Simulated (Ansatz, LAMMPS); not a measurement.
# Structural relaxation of a frame of liquid K(F,Br) from 1000 K (94 atoms), part 3 of 3

Aim: bring a frame of liquid K(F,Br) from 1000 K (94 atoms) to a nearby minimum of the energy and see what moves.

Ansatz 0.2.0; Kohn-Sham DFT, PBE, PAW (set soft_2), plane waves.

The cell: 47 K, 18 F and 29 Br. The starting topology of bonds comes from the classical model. The ion parameters were fitted for water, not for melts. Only the Γ point is sampled, in a cell whose shortest periodic width is 15 Å.

So far, density (g/cm³): step 5 (local order after relaxation) 2.07.

## (6) Single point at the relaxed geometry

The electronic structure is read at the final geometry, in a run of its own.

Input file input.yaml:

```yaml
crystal:
  lattice:
    - [15.3316, 0.0, 0.0]
    - [0.0, 15.3316, 0.0]
    - [0.0, 0.0, 15.3316]
  atoms:
    - { symbol: K, position: [0.6114, 0.01303, 0.13929] }
    - { symbol: K, position: [0.54138, 0.78084, 0.38601] }
    - { symbol: K, position: [0.47965, 0.98548, 0.91813] }
    - { symbol: K, position: [0.4773, 0.00789, 0.35641] }
    - { symbol: K, position: [0.47541, 0.24824, 0.0594] }
    - { symbol: K, position: [0.48769, 0.89244, 0.68063] }
    - { symbol: K, position: [0.97314, 0.48015, 0.89616] }
    - { symbol: K, position: [0.97958, 0.99174, 0.46047] }
    - { symbol: K, position: [0.46409, 0.54919, 0.1328] }
    - { symbol: K, position: [0.806, 0.26487, 0.40043] }
    - { symbol: K, position: [0.72624, 0.96353, 0.3416] }
    - { symbol: K, position: [0.54761, 0.18926, 0.68506] }
    - { symbol: K, position: [0.65911, 0.47325, 0.90981] }
    - { symbol: K, position: [0.83869, 0.47333, 0.12017] }
    - { symbol: K, position: [0.92453, 0.04407, 0.1929] }
    - { symbol: K, position: [0.02219, 0.2151, 0.5438] }
    - { symbol: K, position: [0.31061, 0.07474, 0.71122] }
    - { symbol: K, position: [0.23004, 0.44529, 0.23095] }
    - { symbol: K, position: [0.77198, 0.08301, 0.60264] }
    - { symbol: K, position: [0.30565, 0.30147, 0.54095] }
    - { symbol: K, position: [0.55709, 0.34726, 0.35477] }
    - { symbol: K, position: [0.70798, 0.71328, 0.59779] }
    - { symbol: K, position: [0.70456, 0.39224, 0.58177] }
    - { symbol: K, position: [0.42385, 0.83562, 0.1935] }
    - { symbol: K, position: [0.085, 0.18271, 0.81578] }
    - { symbol: K, position: [0.01311, 0.4555, 0.33298] }
    - { symbol: K, position: [0.08186, 0.64879, 0.17298] }
    - { symbol: K, position: [0.25767, 0.15981, 0.29309] }
    - { symbol: K, position: [0.97812, 0.81691, 0.29409] }
    - { symbol: K, position: [0.18201, 0.75437, 0.93938] }
    - { symbol: K, position: [0.23182, 0.39785, 0.92893] }
    - { symbol: K, position: [0.03051, 0.26237, 0.02981] }
    - { symbol: K, position: [0.08547, 0.4079, 0.72052] }
    - { symbol: K, position: [0.92999, 0.69823, 0.79271] }
    - { symbol: K, position: [0.73013, 0.05669, 0.95894] }
    - { symbol: K, position: [0.69202, 0.55827, 0.34211] }
    - { symbol: K, position: [0.41963, 0.59411, 0.79661] }
    - { symbol: K, position: [0.96512, 0.60287, 0.5857] }
    - { symbol: K, position: [0.18651, 0.03538, 0.06483] }
    - { symbol: K, position: [0.7262, 0.22095, 0.12358] }
    - { symbol: K, position: [0.65635, 0.77384, 0.99619] }
    - { symbol: K, position: [0.49663, 0.56877, 0.53061] }
    - { symbol: K, position: [0.03027, 0.95277, 0.88712] }
    - { symbol: K, position: [0.25595, 0.66043, 0.37153] }
    - { symbol: K, position: [0.84898, 0.25968, 0.7488] }
    - { symbol: K, position: [0.16064, 0.80771, 0.68898] }
    - { symbol: K, position: [0.25747, 0.91038, 0.44706] }
    - { symbol: F, position: [0.58242, 0.91377, 0.27738] }
    - { symbol: F, position: [0.62284, 0.93433, 0.99141] }
    - { symbol: F, position: [0.69747, 0.40219, 0.41522] }
    - { symbol: F, position: [0.07694, 0.3436, 0.88406] }
    - { symbol: F, position: [0.62164, 0.65277, 0.46349] }
    - { symbol: F, position: [0.70938, 0.23105, 0.65462] }
    - { symbol: F, position: [0.98296, 0.54132, 0.74201] }
    - { symbol: F, position: [0.00388, 0.26341, 0.69778] }
    - { symbol: F, position: [0.14111, 0.56307, 0.30337] }
    - { symbol: F, position: [0.06796, 0.10591, 0.97052] }
    - { symbol: F, position: [0.88739, 0.94568, 0.32756] }
    - { symbol: F, position: [0.77756, 0.05995, 0.12064] }
    - { symbol: F, position: [0.86071, 0.70851, 0.64427] }
    - { symbol: F, position: [0.06487, 0.79877, 0.82321] }
    - { symbol: F, position: [0.60106, 0.14923, 0.02637] }
    - { symbol: F, position: [0.47434, 0.04757, 0.74941] }
    - { symbol: F, position: [0.88491, 0.13001, 0.49192] }
    - { symbol: F, position: [0.38751, 0.85729, 0.35378] }
    - { symbol: Br, position: [0.259, 0.2691, 0.10703] }
    - { symbol: Br, position: [0.35263, 0.10213, 0.49285] }
    - { symbol: Br, position: [0.25915, 0.95033, 0.87746] }
    - { symbol: Br, position: [0.36396, 0.74307, 0.57844] }
    - { symbol: Br, position: [0.12279, 0.01547, 0.62474] }
    - { symbol: Br, position: [0.2109, 0.58162, 0.81552] }
    - { symbol: Br, position: [0.81759, 0.33049, 0.94765] }
    - { symbol: Br, position: [0.39288, 0.04442, 0.14846] }
    - { symbol: Br, position: [0.49845, 0.35412, 0.56081] }
    - { symbol: Br, position: [0.59255, 0.69888, 0.1866] }
    - { symbol: Br, position: [0.09184, 0.76903, 0.47439] }
    - { symbol: Br, position: [0.88815, 0.61946, 0.2747] }
    - { symbol: Br, position: [0.26719, 0.27807, 0.74285] }
    [... 10 atom lines left out ...]
    - { symbol: Br, position: [0.86144, 0.05104, 0.79347] }
    - { symbol: Br, position: [0.40842, 0.50623, 0.3406] }
    - { symbol: Br, position: [0.91837, 0.40636, 0.5221] }
    - { symbol: Br, position: [0.61699, 0.54753, 0.71058] }
    - { symbol: Br, position: [0.63479, 0.15541, 0.31761] }
    - { symbol: Br, position: [0.28833, 0.67592, 0.1355] }
kpoints:
  mp_grid: { grid: [1, 1, 1] }
hamiltonian:
  xc: pbe
scf:
  occupations: { method: fixed }
output:
  forces: true
  stress: true
  populations: true
  dos:
    method: { smearing: { sigma: 0.15 } }
    de: 0.1
    projected: { site_lists: { Br: [Br], F: [F], K: [K] } }
  eigenvalues: true
  write_density: true
  write_potential: true
  volumetric_format: npy
```

Run with:

```bash
> ansatz run input.yaml --threads 4 --pin off --max-ram 8192MiB --backend cpu --events-out ev --progress --plain --runs-dir out
```

Numbers of over 12 decimals in the logs are rounded to 6 here.

What it wrote:

```text
[...]
Crystal: 94 atoms, lattice volume = 3603.815 Å³
Basis set: ecut = 420 eV, 70415 PW (Γ), exchange–correlation on 216×216×216 points (8 copies of the dense FFT grid, shifted against one another)
Bands: 470, of which v1, the nominal top of the filled ones, is band 376 counted from 1 (375 counted from 0)
Symmetry: 1 space group operations
[...]
k-points: 1
[...]
SCF iter   1: F=—  HF=-167679.389728 eV  |F-HF|=—  |Δ(HF+E_count)|=         —  Δρ=7.03e-4  dr2=5.33e-2  ethr=1.77e-3  ⟨swp⟩=5.0  Hψ=1484  notcnv=0  defer=87
[...]
SCF iter   8: F=-167679.392686 eV  HF=-167679.392686 eV  |F-HF|=9.26e-8  |Δ(HF+E_count)|=   6.18e-7  Δρ=1.59e-6  dr2=9.70e-8  ethr=1.33e-11  ⟨swp⟩=24.0  Hψ=5090  notcnv=0
SCF 1 converged in 8 iterations: F = -167679.392686 eV  dr2 = 9.70e-8
[...]
WARN: The input density's exchange-correlation potential varies sharply where the density is thin. Do not read a vacuum level from v_tot or v_xc, or from such a field of the output density. On a cell that repeats whose density bears no net charge and no dipole along the vacuum's axis use v_es (v_loc + v_h of the components); [...]
SCF converged after 8 iterations
Free energy (F): -167679.392686 eV
[...]
Internal energy: -167679.392686 eV  (E = F + TS)
E sigma→0 (E₀):  -167679.392686 eV
Fermi energy:    0.020515 eV
[...]
--- Forces (eV/Å), atoms counted from 1 ---
  atom   1  K      0.00129121     0.02678019    -0.01858379
  atom   2  K      0.00082899     0.02011050    -0.00891209
  atom   3  K      0.01329970    -0.01167309    -0.01314062
  atom   4  K     -0.00612287     0.00696477     0.01553477
  atom   5  K     -0.00413633     0.00268680    -0.00483122
  atom   6  K     -0.00079874     0.01264439     0.00262335
  atom   7  K     -0.01302529    -0.00083114     0.00363427
  atom   8  K      0.00339887     0.01325512    -0.00579914
  atom   9  K     -0.00465699    -0.00055108     0.00409422
  atom  10  K      0.00668013    -0.00690796     0.00475752
  atom  11  K      0.01406651    -0.01035940    -0.00272071
  atom  12  K     -0.00146876    -0.02043457    -0.01764362
  atom  13  K      0.00163051     0.00201716     0.00348985
  atom  14  K      0.00025457     0.01206880     0.00922697
[...]
atom  93  Br     0.00513244     0.00240533     0.00860727
  atom  94  Br     0.01206735     0.00247455    -0.00109886
  max |Σ_I F_I| component: 7.88e-5 eV/Å
--- Stress (GPa, compression-positive) ---
       -0.232816       0.004807      -0.049721
        0.004807      -0.436744       0.241950
       -0.049721       0.241950      -0.362259
  P = ⅓ Tr σ = -0.3439 GPa (-3.439 kbar)
--- Band table (eV) ---
[...]
--- Löwdin populations: 94 sites ---
  site symbol       q [e]
     0      K      8.1816
     1      K      8.1923
     2      K      8.1877
[...]
93     Br      7.6800
  spilling = 0.004106 (of n_electrons = 752.000000)
```

Run time: 82 s. Hardware: 4 threads of Intel Xeon Platinum 8375C at 2.90GHz (Ice Lake), shared host; peak memory 4.5 GiB; 4.8 min of CPU time.

The program notes that the exchange-correlation potential is rough where the density is thin.

The run gave:

- free energy: -167679.3927 eV
- free energy per atom: -1783.8233 eV/atom
- SCF cycles: 8
- pressure: -0.3439 GPa
- r.m.s. force component: 0.0079 eV/Å
- longest force: 0.04488 eV/Å
- Fermi energy: 0.02052 eV
- gap (highest filled to lowest empty level): 3.753 eV
- spilling of the projection: 0.004106

Löwdin charges by element and coordination (they lack the spilled electrons, 0.033 e an atom on average):

```tsv
element	coordination	atoms	mean charge (e)	spread	least	most
Br	all	29	-0.677	0.0082	-0.695	-0.66
Br	4	1	-0.695	0	-0.695	-0.695
Br	5	11	-0.681	0.0044	-0.687	-0.675
Br	6	12	-0.675	0.0065	-0.687	-0.664
Br	7	5	-0.668	0.0075	-0.681	-0.66
F	all	18	-0.800	0.003	-0.810	-0.795
F	3	1	-0.810	0	-0.810	-0.810
F	4	15	-0.800	0.0018	-0.803	-0.797
F	5	2	-0.797	0.0015	-0.798	-0.795
K	all	47	0.790	0.0308	0.729	0.854
K	3	1	0.850	0	0.850	0.850
K	4	9	0.817	0.0312	0.751	0.854
K	5	22	0.782	0.0243	0.729	0.819
K	6	15	0.780	0.0259	0.730	0.821
```

Density of states as counts of states in windows of 1 eV (from the Fermi level), total and the larger projections:

```tsv
from (eV)	to (eV)	total	Br p	F p	K s
-10	-2	0.0	0.0	0.0	0.0
-2	-1	94.7	9.7	80.7	2.3
-1	0	181.5	151.6	23.6	3.7
0	1	5.8	5.6	0.1	0.0
1	3	0.0	0.0	0.0	0.0
3	4	2.0	0.0	0.0	1.6
4	5	11.1	0.6	0.1	8.5
```

With fixed occupations the program's Fermi level is the highest filled level; weight inside the gap is the broadening of levels at its edges.

Between -26 and -10 eV lie 376 more states.

About 100 of the 752 electrons lie in deeper levels, below the stored range.

The levels nearest the highest filled one (over half full), pooled over k-points and spins:

```tsv
level less the highest filled one (eV)	occupation
-0.127	2
-0.0921	2
-0.0773	2
-0.0509	2
-0.0302	2
0	2
3.75	0
4.61	0
4.66	0
4.73	0
4.79	0
4.85	0
```

Electrostatic potential energy in the ac plane at fractional y = 0.048, with atoms of K and F and Br within 0.2 Å of it. With pseudopotentials it is smooth inside the atoms' cores, unlike the true potential.

Ten even steps from '0' (-39 eV) to '9' (7 eV), each cell a mean:
```
9999999999999999999888999999850003799999999
9999999999999999998877889999862114899999999
9999999999999999998877899999988778999999999
9999999999999999999999999999999999975458999
9999999999999999999989999999999999710004899
9999999999987668999201799999999999830015999
9999999999862015899523899999999999998789999
9999767899874236899999999999999988999999999
9996100599998888999999999999998754578999999
9997212699999999999999999999998621268999999
9999989999999999999999999999998865689999999
8999999999999875789999999999999999999999988
7899999999999865789999999999999999999999876
7899999999999999999988999999999999999999877
9999999999999999998645789999999999999999999
9999878999999999987423689999999889999999999
9997303799999999998777899999999999999999999
9998545899999999999999999999999999999987789
8999999999999999888999999999999999999731137
8999999999999983001799998656899999999610016
9999998888999970000499986212689941279875568
9999985213689996435899998656899952389999999
9999973000589999999999999999999999999999999
9999997546899999999999999999986567999999999
```
Columns run along a (15.3 Å; values clipped at the 3rd and 97th percentile), rows up along c (15.3 Å). Atoms in or near the plane, at fractional coordinates: K at (0.92, 0.19), K at (0.73, 0.96), K at (0.19, 0.06), F at (0.78, 0.12), F at (0.47, 0.75), Br at (0.39, 0.15), Br at (0.86, 0.79).

Valence density in the ac plane at fractional y = 0.048, with atoms of K and F and Br within 0.2 Å of it. It is the smooth field of the valence electrons, not physical close to the nuclei.

Ten steps, logarithmic in the rise over the least value, from '0' (0.00 × 1e0 e/Å³) to '9' (8.51 × 1e0 e/Å³), each cell a mean:
```
1233211111000000000111100000257886310000000
1122210000111000001333210000257775310000000
0110000001111100001233210000013332112211000
0000000001111100000111000000000001245543210
0000000000011100002344210000000012455455310
0000000000124543124899620000000002355554310
0001111100257775324798520000000001234432100
0013444321246764211232100000000011111110000
0134555531112221000000000000001356531000000
0134555431000011000000000000002467642000000
0012333210001223221000000000001245421000000
2100110000012344432100000000000001000111122
4210000000012345432100000000000000000111344
3200000000001223221111100000000000000001234
1001111100000001112455420000000000000000011
0113444321000000013566521011111110000000000
0124555431000000001344210011111100000000000
0123454421000000111110000000000000000123321
1012232210000123333210000111000000001367764
1000000000001245555421013455311134322478874
0000001232101245445531124676522479852245542
0000025776421134554321013455311479852101100
0000136887520011222100000111001233320000000
0122124565310000000000000000124553100000000
```
Columns run along a (15.3 Å), rows up along c (15.3 Å). Atoms in or near the plane, at fractional coordinates: K at (0.92, 0.19), K at (0.73, 0.96), K at (0.19, 0.06), F at (0.78, 0.12), F at (0.47, 0.75), Br at (0.39, 0.15), Br at (0.86, 0.79).

Mean Löwdin charges: Br -0.68, F -0.80, K +0.79 e (they miss 0.41 % of the electrons, so they add up to more than the cell's charge). The largest share in the top eV of filled states is Br p (85 % of the projected weight), and in the lowest eV of empty states K s (85 % of the projected weight).

A closer look about K41, which has 4 bonded neighbours where the commonest count for K is 5: 10 atoms, nearest first, numbered in the order of the input, with positions taken from that point.

```tsv
atom	x	y	z	distance (Å)	bonds	Löwdin charge (e)
K41	0.00	0.00	0.00	0.00	4	0.80
F49	-0.51	2.46	-0.07	2.51	4	-0.80
Br87	-2.44	0.06	-2.15	3.26	4	-0.69
Br75	-0.98	-1.15	2.92	3.29	5	-0.68
Br86	2.33	-2.40	-0.59	3.39	5	-0.69
K1	-0.69	3.67	2.19	4.33	6	0.82
K3	-2.71	3.24	-1.20	4.39	5	0.81
K35	1.13	4.34	-0.57	4.52	4	0.84
K24	-3.56	0.95	3.03	4.77	5	0.79
K13	0.04	-4.61	-1.32	4.80	5	0.75
```

The column of bonds counts only the pairs K-Br within 4.28 Å, K-F within 3.27 Å; other neighbours, such as metal atoms beside each other in a compound, aren't counted, and periodic images can show an atom twice.

## (7) Results

```json
{"energy change in the relaxation": "-92.89 meV/atom", "r.m.s. displacement": "0.831 Å", "largest displacement": "2.138 Å", "free energy per atom": "-1783.8233 eV/atom", "pressure": "-0.3439 GPa", "r.m.s. force component": "0.0079 eV/Å", "gap (highest filled to lowest empty level)": "3.753 eV", "wall time of the 3 DFT runs": "16 min"}
```

What this shows: Relaxation lowers the energy by 92.9 meV/atom and moves atoms by 0.83 Å r.m.s.; the r.m.s. force component goes from 0.28 to 0.0079 eV/Å, the pressure goes from -0.52 to -0.34 GPa, and the gap from 3.07 to 3.75 eV. By the final cutoffs 17 of 230 bonded pairs parted and 26 joined. First to last step the energy falls by 8.731 eV; the largest move, 2.14 Å, is that of F48. The K-F bonds change most in mean length: from 2.760 Å (spread 0.199) to 2.601 Å (spread 0.087), and their number from 72 to 73. Counting bonds as in the table, 41 % of Br atoms have 6, 83 % of F atoms have 4 and 47 % of K atoms have 5 bonded neighbours. Filled and empty levels are parted by 3.75 eV (at Γ alone); a semilocal functional tends to put such gaps too low. In a disordered cell it changes from sample to sample and from frame to frame.

**Limits.** The network of bonds at the start is that of the classical potential that made the cell; in DFT 17 of its 230 bonded pairs passed out of the cutoffs and 26 came within them.

[Logs are printed without paths, hosts, clocks, repeated set-up lines and the standing remarks that a program may print on its own settings, such as how far it seeks lower states.]

[Hosts, paths, dates, database ids (printed as entryN), source tags and the programs' standing remarks are cut or masked in the printed files.]
